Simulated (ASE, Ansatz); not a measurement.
# Electronic structure of random rutile alloy of IrO2 and SiO2 (96 atoms)

Wanted: forces, charges and levels of random rutile alloy of IrO2 and SiO2 (96 atoms).

Program: Ansatz 0.2.0. Level of theory: Kohn-Sham DFT, PBE, PAW (set soft_2), plane waves. Results are calculated unless marked as measured.

**1. The structure**

The cell holds 96 atoms: 28 Si, 64 O and 4 Ir. Cell: a = 8.438 Å, b = 8.438 Å, c = 10.904 Å, α = 90.0°, β = 90.0°, γ = 90.0°. It derives from IrO2 (rutile) and SiO2, repeated 2×2×4. Rutile IrO2, 2 x 2 x 4 conventional cells, 28 of 32 Ir sites given to Si at random (x = 0.875), lattice by Vegard's rule (cell 4.219, 4.219, 2.726, 90, 90, 90); every coordinate displaced by a Gaussian of 0.07 Å.

What the set-up can't give: The host structure and its lattice constant were typed by rule, without a check against the phase diagram. The main run has no spin polarisation, so moments on Ir can't form in it, and no Hubbard term. No spin–orbit coupling is included, so levels derived from the heavy atoms are approximate.

**2. Plane-wave single point**

One self-consistent run at the given positions yields energy and forces.

Input file input.yaml:

```yaml
crystal:
  lattice:
    - [8.4378, 0.0, 0.0]
    - [0.0, 8.4378, 0.0]
    - [0.0, 0.0, 10.9044]
  atoms:
    - { symbol: Si, position: [0.01751, 0.01758, 0.00309] }
    - { symbol: Si, position: [0.24925, 0.24686, 0.12541] }
    - { symbol: O, position: [0.14589, 0.14424, 0.98781] }
    - { symbol: O, position: [0.33588, 0.35759, 0.00641] }
    - { symbol: O, position: [0.10548, 0.4075, 0.13273] }
    - { symbol: O, position: [0.40609, 0.09798, 0.13002] }
    - { symbol: Si, position: [0.00011, 0.0047, 0.25343] }
    - { symbol: Si, position: [0.25431, 0.24239, 0.36526] }
    - { symbol: O, position: [0.15068, 0.15137, 0.2568] }
    - { symbol: O, position: [0.33425, 0.33509, 0.24555] }
    - { symbol: O, position: [0.08256, 0.39334, 0.36969] }
    - { symbol: O, position: [0.40774, 0.08769, 0.3817] }
    - { symbol: Si, position: [0.98729, 0.9948, 0.50428] }
    - { symbol: Ir, position: [0.25522, 0.23599, 0.63054] }
    - { symbol: O, position: [0.13994, 0.13926, 0.51202] }
    - { symbol: O, position: [0.3455, 0.36388, 0.51234] }
    - { symbol: O, position: [0.08632, 0.41434, 0.62237] }
    - { symbol: O, position: [0.40039, 0.09555, 0.61821] }
    - { symbol: Si, position: [0.01152, 0.0091, 0.75092] }
    - { symbol: Si, position: [0.25802, 0.22984, 0.873] }
    - { symbol: O, position: [0.15091, 0.15137, 0.74895] }
    - { symbol: O, position: [0.33713, 0.34667, 0.75546] }
    - { symbol: O, position: [0.10361, 0.38758, 0.86579] }
    - { symbol: O, position: [0.40681, 0.08378, 0.88229] }
    - { symbol: Si, position: [0.99534, 0.49048, 0.00101] }
    - { symbol: Si, position: [0.26326, 0.73432, 0.11681] }
    - { symbol: O, position: [0.1583, 0.6617, 0.00378] }
    - { symbol: O, position: [0.35155, 0.84603, 0.00435] }
    - { symbol: O, position: [0.08484, 0.91335, 0.11815] }
    - { symbol: O, position: [0.41067, 0.60283, 0.1212] }
    - { symbol: Si, position: [0.01119, 0.50009, 0.25285] }
    - { symbol: Si, position: [0.24992, 0.74932, 0.38716] }
    - { symbol: O, position: [0.14164, 0.6485, 0.24751] }
    - { symbol: O, position: [0.35204, 0.84696, 0.2522] }
    - { symbol: O, position: [0.09963, 0.89659, 0.36839] }
    - { symbol: O, position: [0.39427, 0.58473, 0.37754] }
    - { symbol: Si, position: [0.98883, 0.49211, 0.49797] }
    - { symbol: Si, position: [0.25593, 0.75293, 0.62327] }
    - { symbol: O, position: [0.15288, 0.63577, 0.50466] }
    - { symbol: O, position: [0.35021, 0.85835, 0.48595] }
    - { symbol: O, position: [0.1073, 0.90712, 0.62844] }
    - { symbol: O, position: [0.41973, 0.59432, 0.62992] }
    - { symbol: Si, position: [0.00897, 0.50822, 0.74873] }
    - { symbol: Si, position: [0.24831, 0.75515, 0.867] }
    - { symbol: O, position: [0.14812, 0.65883, 0.74236] }
    - { symbol: O, position: [0.33508, 0.84734, 0.75486] }
    - { symbol: O, position: [0.09869, 0.89088, 0.85899] }
    - { symbol: O, position: [0.41043, 0.59759, 0.88768] }
    - { symbol: Si, position: [0.49777, 0.9985, 0.99923] }
    - { symbol: Ir, position: [0.75195, 0.25746, 0.13106] }
    - { symbol: O, position: [0.65415, 0.14237, 0.00176] }
    - { symbol: O, position: [0.84435, 0.35047, 0.98972] }
    - { symbol: O, position: [0.58865, 0.40512, 0.12056] }
    - { symbol: O, position: [0.90421, 0.09187, 0.1255] }
    - { symbol: Si, position: [0.50673, 0.99513, 0.24539] }
    - { symbol: Si, position: [0.75213, 0.25837, 0.37341] }
    - { symbol: O, position: [0.66696, 0.14267, 0.2472] }
    - { symbol: O, position: [0.84892, 0.33127, 0.24766] }
    - { symbol: O, position: [0.58879, 0.39918, 0.37747] }
    - { symbol: O, position: [0.9004, 0.09078, 0.38394] }
    - { symbol: Si, position: [0.49738, 0.0205, 0.49411] }
    - { symbol: Ir, position: [0.7506, 0.25332, 0.63537] }
    - { symbol: O, position: [0.64185, 0.14972, 0.49508] }
    - { symbol: O, position: [0.85278, 0.36028, 0.49858] }
    - { symbol: O, position: [0.6123, 0.41202, 0.63087] }
    - { symbol: O, position: [0.88897, 0.09393, 0.6216] }
    - { symbol: Si, position: [0.50805, 0.98641, 0.75134] }
    - { symbol: Si, position: [0.73978, 0.25419, 0.86782] }
    - { symbol: O, position: [0.65678, 0.14574, 0.74365] }
    - { symbol: O, position: [0.84889, 0.34764, 0.74858] }
    - { symbol: O, position: [0.61017, 0.4031, 0.87726] }
    - { symbol: O, position: [0.90701, 0.08837, 0.86799] }
    - { symbol: Si, position: [0.49409, 0.5063, 0.00624] }
    - { symbol: Si, position: [0.75795, 0.7583, 0.12772] }
    - { symbol: O, position: [0.6626, 0.66261, 0.99994] }
    - { symbol: O, position: [0.85511, 0.85162, 0.99645] }
    - { symbol: O, position: [0.59002, 0.9059, 0.1235] }
    - { symbol: O, position: [0.9007, 0.59059, 0.12693] }
    [... 12 atom lines left out ...]
    - { symbol: Si, position: [0.48851, 0.50273, 0.74679] }
    - { symbol: Si, position: [0.74802, 0.75309, 0.87729] }
    - { symbol: O, position: [0.64929, 0.64479, 0.76084] }
    - { symbol: O, position: [0.84325, 0.84626, 0.74692] }
    - { symbol: O, position: [0.61096, 0.91321, 0.88644] }
    - { symbol: O, position: [0.91524, 0.59939, 0.8821] }
kpoints:
  mp_grid: { grid: [2, 2, 1] }
hamiltonian:
  xc: pbe
scf:
  occupations: { method: gaussian, width: 0.05 }
output:
  forces: true
  stress: true
  populations: true
  dos:
    method: { smearing: { sigma: 0.1 } }
    de: 0.1
    projected: { site_lists: { Ir: [Ir], O: [O], Si: [Si] } }
  eigenvalues: true
  write_density: true
  write_potential: true
  volumetric_format: npy
```

Started as:

```bash
$ ansatz run input.yaml --threads 8 --pin off --max-ram 15872MiB --backend cpu --events-out ev --progress --plain --runs-dir out
```

Numbers of over 12 decimals in the logs are rounded to 6 here.

Output:

```text
Engine: ansatz 0.2.0, aarch64-unknown-linux-gnu
Pseudopotentials: kind: paw
Pseudopotential: Si, paw, valence charge 4, recommended cutoff 420 eV (normal), Si.paw.azcp
Pseudopotential: O, paw, valence charge 6, recommended cutoff 420 eV (normal), O.paw.azcp
Pseudopotential: Ir, paw, valence charge 17, recommended cutoff 420 eV (normal), Ir.paw.azcp
[... 5 lines on functional and potentials left out ...]
Crystal: 96 atoms, lattice volume = 776.355 Å³
Basis set: ecut = 420 eV, 15121 PW (Γ), exchange–correlation on 120×120×150 points (8 copies of the dense FFT grid, shifted against one another)
Bands: 378, of which v1, the nominal top of the filled ones, is band 282 counted from 1 (281 counted from 0)
Symmetry: 1 space group operations
Space group: P1 (ITA 1), of the structure as read, at distance tolerance 9.2e-5 Å
k-points: 4
[... 7 lines on functional and potentials left out ...]
Initial density: superposition of atomic densities (neutral atoms: chi_scale 0, normalization atom), corrected by the library's trained network
Initial wavefunctions: pseudopotential atomic-orbital guess
Functional: x = pbe(κ = 0.804, μ = 0.219515), c = pbe(β = 0.066725)
SCF iter   1: F=—  HF=-101892.383772 eV  |F-HF|=—  |Δ(HF+E_count)|=         —  Δρ=1.73e-2  dr2=3.17e0  ethr=1.77e-3  ⟨swp⟩=7.0  Hψ=7423  notcnv=0  defer=190
preconditioner: auto → Resta (q_TF=auto, 2.587 Å⁻¹)  ε∞=4.1  [insulator: Δε(μ)=0.107 eV  Ē_g=17.408 eV  σ=0.050 eV  W_gap=0.87  n_scr=228 (ndim 8)  ℏωp=30.7 eV  f_vac=0.000  D(μ)=5.71/eV (n_scr^D=20)  ε∞_Penn≈4.1]
SCF iter   2: F=—  HF=-101892.172163 eV  |F-HF|=—  |Δ(HF+E_count)|=   2.12e-1  Δρ=1.69e-2  dr2=3.22e0  ethr=5.62e-4  ⟨swp⟩=2.0  Hψ=1753  notcnv=0  defer=334
preconditioner: auto → Kerker (q_TF=auto, 2.587 Å⁻¹)  [metal: Δε(μ)=0.034 eV  Ē_g=17.407 eV  σ=0.050 eV  W_gap=0.37  n_scr=228 (ndim 8)  ℏωp=30.7 eV  f_vac=0.000  D(μ)=23.41/eV (n_scr^D=156)]
SCF iter   3: F=—  HF=-101892.113776 eV  |F-HF|=—  |Δ(HF+E_count)|=   5.84e-2  Δρ=7.37e-3  dr2=7.57e-1  ethr=5.62e-4  ⟨swp⟩=1.0  Hψ=1148  notcnv=0  defer=334
SCF iter   4: F=—  HF=-101892.071434 eV  |F-HF|=—  |Δ(HF+E_count)|=   4.23e-2  Δρ=4.51e-3  dr2=4.41e-1  ethr=1.34e-4  ⟨swp⟩=2.0  Hψ=1155  notcnv=0  defer=363
SCF iter   5: F=—  HF=-101892.063988 eV  |F-HF|=—  |Δ(HF+E_count)|=   7.45e-3  Δρ=3.51e-3  dr2=3.09e-1  ethr=7.82e-5  ⟨swp⟩=1.0  Hψ=1148  notcnv=0  defer=363
SCF iter   6: F=—  HF=-101892.051869 eV  |F-HF|=—  |Δ(HF+E_count)|=   1.21e-2  Δρ=1.13e-3  dr2=2.20e-2  ethr=5.47e-5  ⟨swp⟩=1.5  Hψ=1302  notcnv=0  defer=359
SCF iter   7: F=—  HF=-101892.049285 eV  |F-HF|=—  |Δ(HF+E_count)|=   2.58e-3  Δρ=1.34e-3  dr2=4.74e-2  ethr=3.91e-6  ⟨swp⟩=2.5  Hψ=1612  notcnv=0  defer=347
SCF iter   8: F=—  HF=-101892.047432 eV  |F-HF|=—  |Δ(HF+E_count)|=   1.85e-3  Δρ=5.16e-4  dr2=6.33e-3  ethr=3.91e-6  ⟨swp⟩=1.0  Hψ=1165  notcnv=0  defer=347
SCF iter   9: F=—  HF=-101892.047040 eV  |F-HF|=—  |Δ(HF+E_count)|=   3.92e-4  Δρ=1.99e-4  dr2=8.70e-4  ethr=1.12e-6  ⟨swp⟩=1.0  Hψ=1165  notcnv=0  defer=347
SCF iter  10: F=—  HF=-101892.046933 eV  |F-HF|=—  |Δ(HF+E_count)|=   1.07e-4  Δρ=1.57e-4  dr2=4.27e-4  ethr=1.54e-7  ⟨swp⟩=2.8  Hψ=2147  notcnv=0  defer=347
SCF iter  11: F=—  HF=-101892.046876 eV  |F-HF|=—  |Δ(HF+E_count)|=   5.64e-5  Δρ=8.33e-5  dr2=1.30e-4  ethr=7.56e-8  ⟨swp⟩=1.0  Hψ=1165  notcnv=0  defer=347
SCF iter  12: F=—  HF=-101892.046859 eV  |F-HF|=—  |Δ(HF+E_count)|=   1.75e-5  Δρ=3.69e-5  dr2=2.27e-5  ethr=2.30e-8  ⟨swp⟩=1.0  Hψ=1165  notcnv=0  defer=347
SCF iter  13: F=—  HF=-101892.045425 eV  |F-HF|=—  |Δ(HF+E_count)|=   1.43e-3  Δρ=3.29e-5  dr2=9.65e-6  ethr=4.02e-9  ⟨swp⟩=2.5  Hψ=2116  notcnv=0  defer=347
SCF iter  14: F=—  HF=-101892.045425 eV  |F-HF|=—  |Δ(HF+E_count)|=   7.49e-7  Δρ=2.51e-5  dr2=9.28e-6  ethr=1.71e-9  ⟨swp⟩=1.0  Hψ=1251  notcnv=0  defer=347
SCF iter  15: F=—  HF=-101892.045424 eV  |F-HF|=—  |Δ(HF+E_count)|=   3.50e-7  Δρ=8.38e-6  dr2=1.70e-6  ethr=1.65e-9  ⟨swp⟩=1.0  Hψ=1165  notcnv=0  defer=347
SCF iter  16: F=—  HF=-101892.045424 eV  |F-HF|=—  |Δ(HF+E_count)|=   2.30e-7  Δρ=5.41e-6  dr2=7.73e-7  ethr=3.01e-10  ⟨swp⟩=1.0  Hψ=1165  notcnv=0  defer=347
SCF iter  17: F=—  HF=-101892.045424 eV  |F-HF|=—  |Δ(HF+E_count)|=   1.21e-7  Δρ=5.71e-6  dr2=3.07e-7  ethr=1.37e-10  ⟨swp⟩=2.5  Hψ=2124  notcnv=0  defer=347
SCF iter  18: F=-101892.045424 eV  HF=-101892.045424 eV  |F-HF|=4.71e-8  |Δ(HF+E_count)|=   3.47e-8  Δρ=2.01e-6  dr2=5.74e-8  ethr=1.77e-11  ⟨swp⟩=20.2  Hψ=12798  notcnv=0
SCF 1 converged in 18 iterations: F = -101892.045424 eV  dr2 = 5.74e-8
  greatest PAW one-centre occupation: 1.002 electrons in one spin orbital (limit 2), on the Ir atom at site 61 (counted from 0), in its partial waves of l = 1
SCF converged after 18 iterations
Free energy (F): -101892.045424 eV
Harris-Foulkes:  -101892.045424 eV  (|F-HF|=4.71e-8)
Internal energy: -101892.002706 eV  (E = F + TS)
E sigma→0 (E₀):  -101892.024065 eV
Entropy (-TS):   -0.042718 eV (-0.445 meV/atom)
Fermi energy:    12.835057 eV
--- Per-component energies (eV) ---
  E_band       = 11.049111
  E_kinetic    = 15387.132405
  E_local      = -30288.213354  (includes V_loc(G=0)·N_el)
  E_nonlocal   = 4020.864948
  E_hartree    = 11471.981308
  E_xc         = -7441.327429
  E_vxc        = -8684.328944  (∫ρ·V_xc dr)
  E_paw        = -61440.096393  (= ΣΔE_a)
  E_vpaw       = -3368.537702  (= ΣTr[D̂ρ^β])
  E_aug_tail   = 0.163857  (compensation charges beyond the density's cutoff)
  E_ewald      = -33602.508050
  E_smearing   = -0.042718  (= −TS)
  E_closure    = -0.000000  (closes the sum)
  Σ components = -101892.045424   (vs F -101892.045424, Δ=0.00e0)
--- Forces (eV/Å), atoms counted from 1 ---
  atom   1  Si    -7.03924906    -6.26956228    -2.15118638
  atom   2  Si    -0.18641128     0.12387139    -0.78367559
  atom   3  O      5.30039632     4.63542487     1.64335224
  atom   4  O      0.34024475    -2.56391067    -0.88686461
  atom   5  O     -1.03391286    -1.82864411    -2.46429980
  atom   6  O     -1.41324443     0.89221507    -1.37544491
  atom   7  Si     0.79943437    -1.86259288    -0.17085019
  atom   8  Si    -1.22814743     0.21441398     4.52147328
  atom   9  O     -0.75209888    -1.18010002    -2.37980671
  atom  10  O      0.34646663    -0.39364953     1.22892763
  atom  11  O      2.55075727    -1.06689537     1.59267562
  atom  12  O     -4.99382430     5.42084656    -5.16827582
  atom  13  Si     1.13769717    -1.32148061    -0.65399131
  atom  14  Ir    -4.54291480     9.80130319    -7.40167057
[...]
atom  95  O     -1.52643410    -1.16323091    -3.25306487
  atom  96  O     -0.01616614    -0.21667112    -2.06428032
  max |Σ_I F_I| component: 5.61e-5 eV/Å
--- Stress (GPa, compression-positive) ---
       25.422620       1.636677       0.955904
        1.636676      26.413735      -2.290493
        0.955904      -2.290493      35.142865
  P = ⅓ Tr σ = 28.9931 GPa (289.931 kbar)
--- Band table (eV) ---
  k-point 0: bands = ["-80.8645", "-80.8211", "-80.6485", "-80.5002", [... 362 levels ...], "23.0257", "23.0646", "23.0811", "23.1790", "23.1970", "23.2362", "23.2539", "23.3433", "23.3824", "23.4246", "23.4753", "23.5253"]
[...]
--- Löwdin populations: 96 sites ---
  site symbol       q [e]
     0     Si      2.3431
     1     Si      2.3828
     2      O      6.7125
[...]
95      O      6.7087
  spilling = 0.010820 (of n_electrons = 564.000000)
```

It took 32 s on 8 threads of Arm Neoverse V2, shared host; peak memory 5.4 GiB; 4 min of CPU time.

In the SCF lines HF is the Harris–Foulkes energy and dr2 the Hartree energy of the density residual, in eV; the loop may stop once dr2 is under the threshold and the program's other checks hold. Hψ counts applications of the Hamiltonian.

Numbers from this run:

```yaml
free_energy: -101892.0454 eV
free_energy_per_atom: -1061.3755 eV/atom
scf_cycles: 18
pressure: 28.99 GPa
r_m_s_force_component: 3.497 eV/Å
longest_force: 18.97 eV/Å
fermi_energy: 12.84 eV
levels_partly_filled_by_over_2_per_cent: 9
spilling_of_the_projection: 0.01082
```

Length of the force by element:

```tsv
element	coordination	atoms	mean length of the force (eV/Å)	spread	least	most
Ir	all	4	14.8	4.23	8.70	19.0
O	all	64	4.55	3.36	0.616	16.8
Si	all	28	3.71	2.25	0.815	10.4
```

Löwdin charges by element (they lack the spilled electrons, 0.064 e an atom on average):

```tsv
element	coordination	atoms	mean charge (e)	spread	least	most
Ir	all	4	1.52	0.0619	1.42	1.58
O	all	64	-0.704	0.0359	-0.756	-0.580
Si	all	28	1.61	0.0336	1.54	1.67
```

States in the cell by windows of 1 eV, zero at the Fermi level; the larger projections on atomic orbitals stand beside the total:

```tsv
from (eV)	to (eV)	total	O p	Si p	Ir d	Si s
-14	-13	0.0	0.0	0.0	0.0	0.0
-13	-12	7.9	5.0	0.4	0.4	1.7
-12	-11	21.5	13.8	1.3	1.3	3.9
-11	-10	23.5	15.6	2.4	1.7	2.4
-10	-9	30.2	21.0	3.9	2.3	1.4
-9	-8	38.8	28.5	4.8	2.3	1.3
-8	-7	40.6	31.5	4.5	1.7	0.7
-7	-6	43.3	35.7	3.7	1.4	0.4
-6	-5	48.8	42.9	2.4	1.2	0.3
-5	-4	49.3	45.4	1.2	0.8	0.2
-4	-3	48.7	45.7	0.7	0.8	0.2
-3	-2	27.7	26.3	0.3	0.4	0.1
-2	-1	9.8	5.2	0.2	3.9	0.3
-1	0	12.8	4.8	0.3	7.3	0.1
0	1	5.1	2.2	0.1	2.7	0.0
1	2	0.0	0.0	0.0	0.0	0.0
2	3	0.4	0.0	0.0	0.0	0.2
3	4	8.6	1.9	0.6	1.8	2.4
4	5	16.8	3.8	1.7	2.9	4.7
```

Between -26 and -14 eV lie 128 more states.

The stored curve holds about 531 of the 564 electrons; the rest, give or take the few that broadening carries across the Fermi level, lie in deeper levels below its range.

The levels nearest the highest filled one (over half full), pooled over k-points and spins:

```tsv
level less the highest filled one (eV)	occupation
-0.127	2
-0.0297	1.72
-0.0137	1.47
-0.0127	1.45
-8.0e-4	1.20
0	1.18
0.0309	0.521
0.0452	0.296
0.0721	0.071
0.0729	0.067
0.0887	0.023
0.104	0.007
```

Electrostatic potential energy in the ab plane at fractional z = 0.117, with atoms of Si and O and Ir within 0.2 Å of it. With pseudopotentials it is smooth inside the atoms' cores, unlike the true potential.

Ten even steps from '0' (-48 eV) to '9' (16 eV), each cell a mean:
```
844699999998854699999999
621489999999731389999999
732489999999731378889999
976788778999965676568999
999974247899999852026899
999851004899999840005899
999851004899999852026899
999973236668999975467789
999987675225999998886347
999999985114899999994125
999999998436899999996336
888999999888888999999778
875689999998854699999998
842269999998621389999999
942268899999721378789999
985676678999964663347999
999852137999998730015899
999730016899999720004899
999740016899999730004899
999863357779999863247789
999987786336999988785336
999999995115899999995114
899999997436899999996336
888999999888889999999778
```
Columns run along a (8.4 Å; values clipped at the 3rd and 97th percentile), rows up along b (8.4 Å). Atoms in or near the plane, at fractional coordinates: Si at (0.25, 0.25), O at (0.11, 0.41), O at (0.41, 0.10), Si at (0.26, 0.73), O at (0.08, 0.91), O at (0.41, 0.60), Ir at (0.75, 0.26), O at (0.59, 0.41), O at (0.90, 0.09), Si at (0.76, 0.76), O at (0.59, 0.91), O at (0.90, 0.59).

(Continued in part 2 of 2.)

[Logs are printed without paths, hosts, clocks, repeated set-up lines and the standing remarks that a program may print on its own settings, such as how far it seeks lower states.]

[Hosts, paths, dates, database ids (printed as entryN), source tags and the programs' standing remarks are cut or masked in the printed files.]
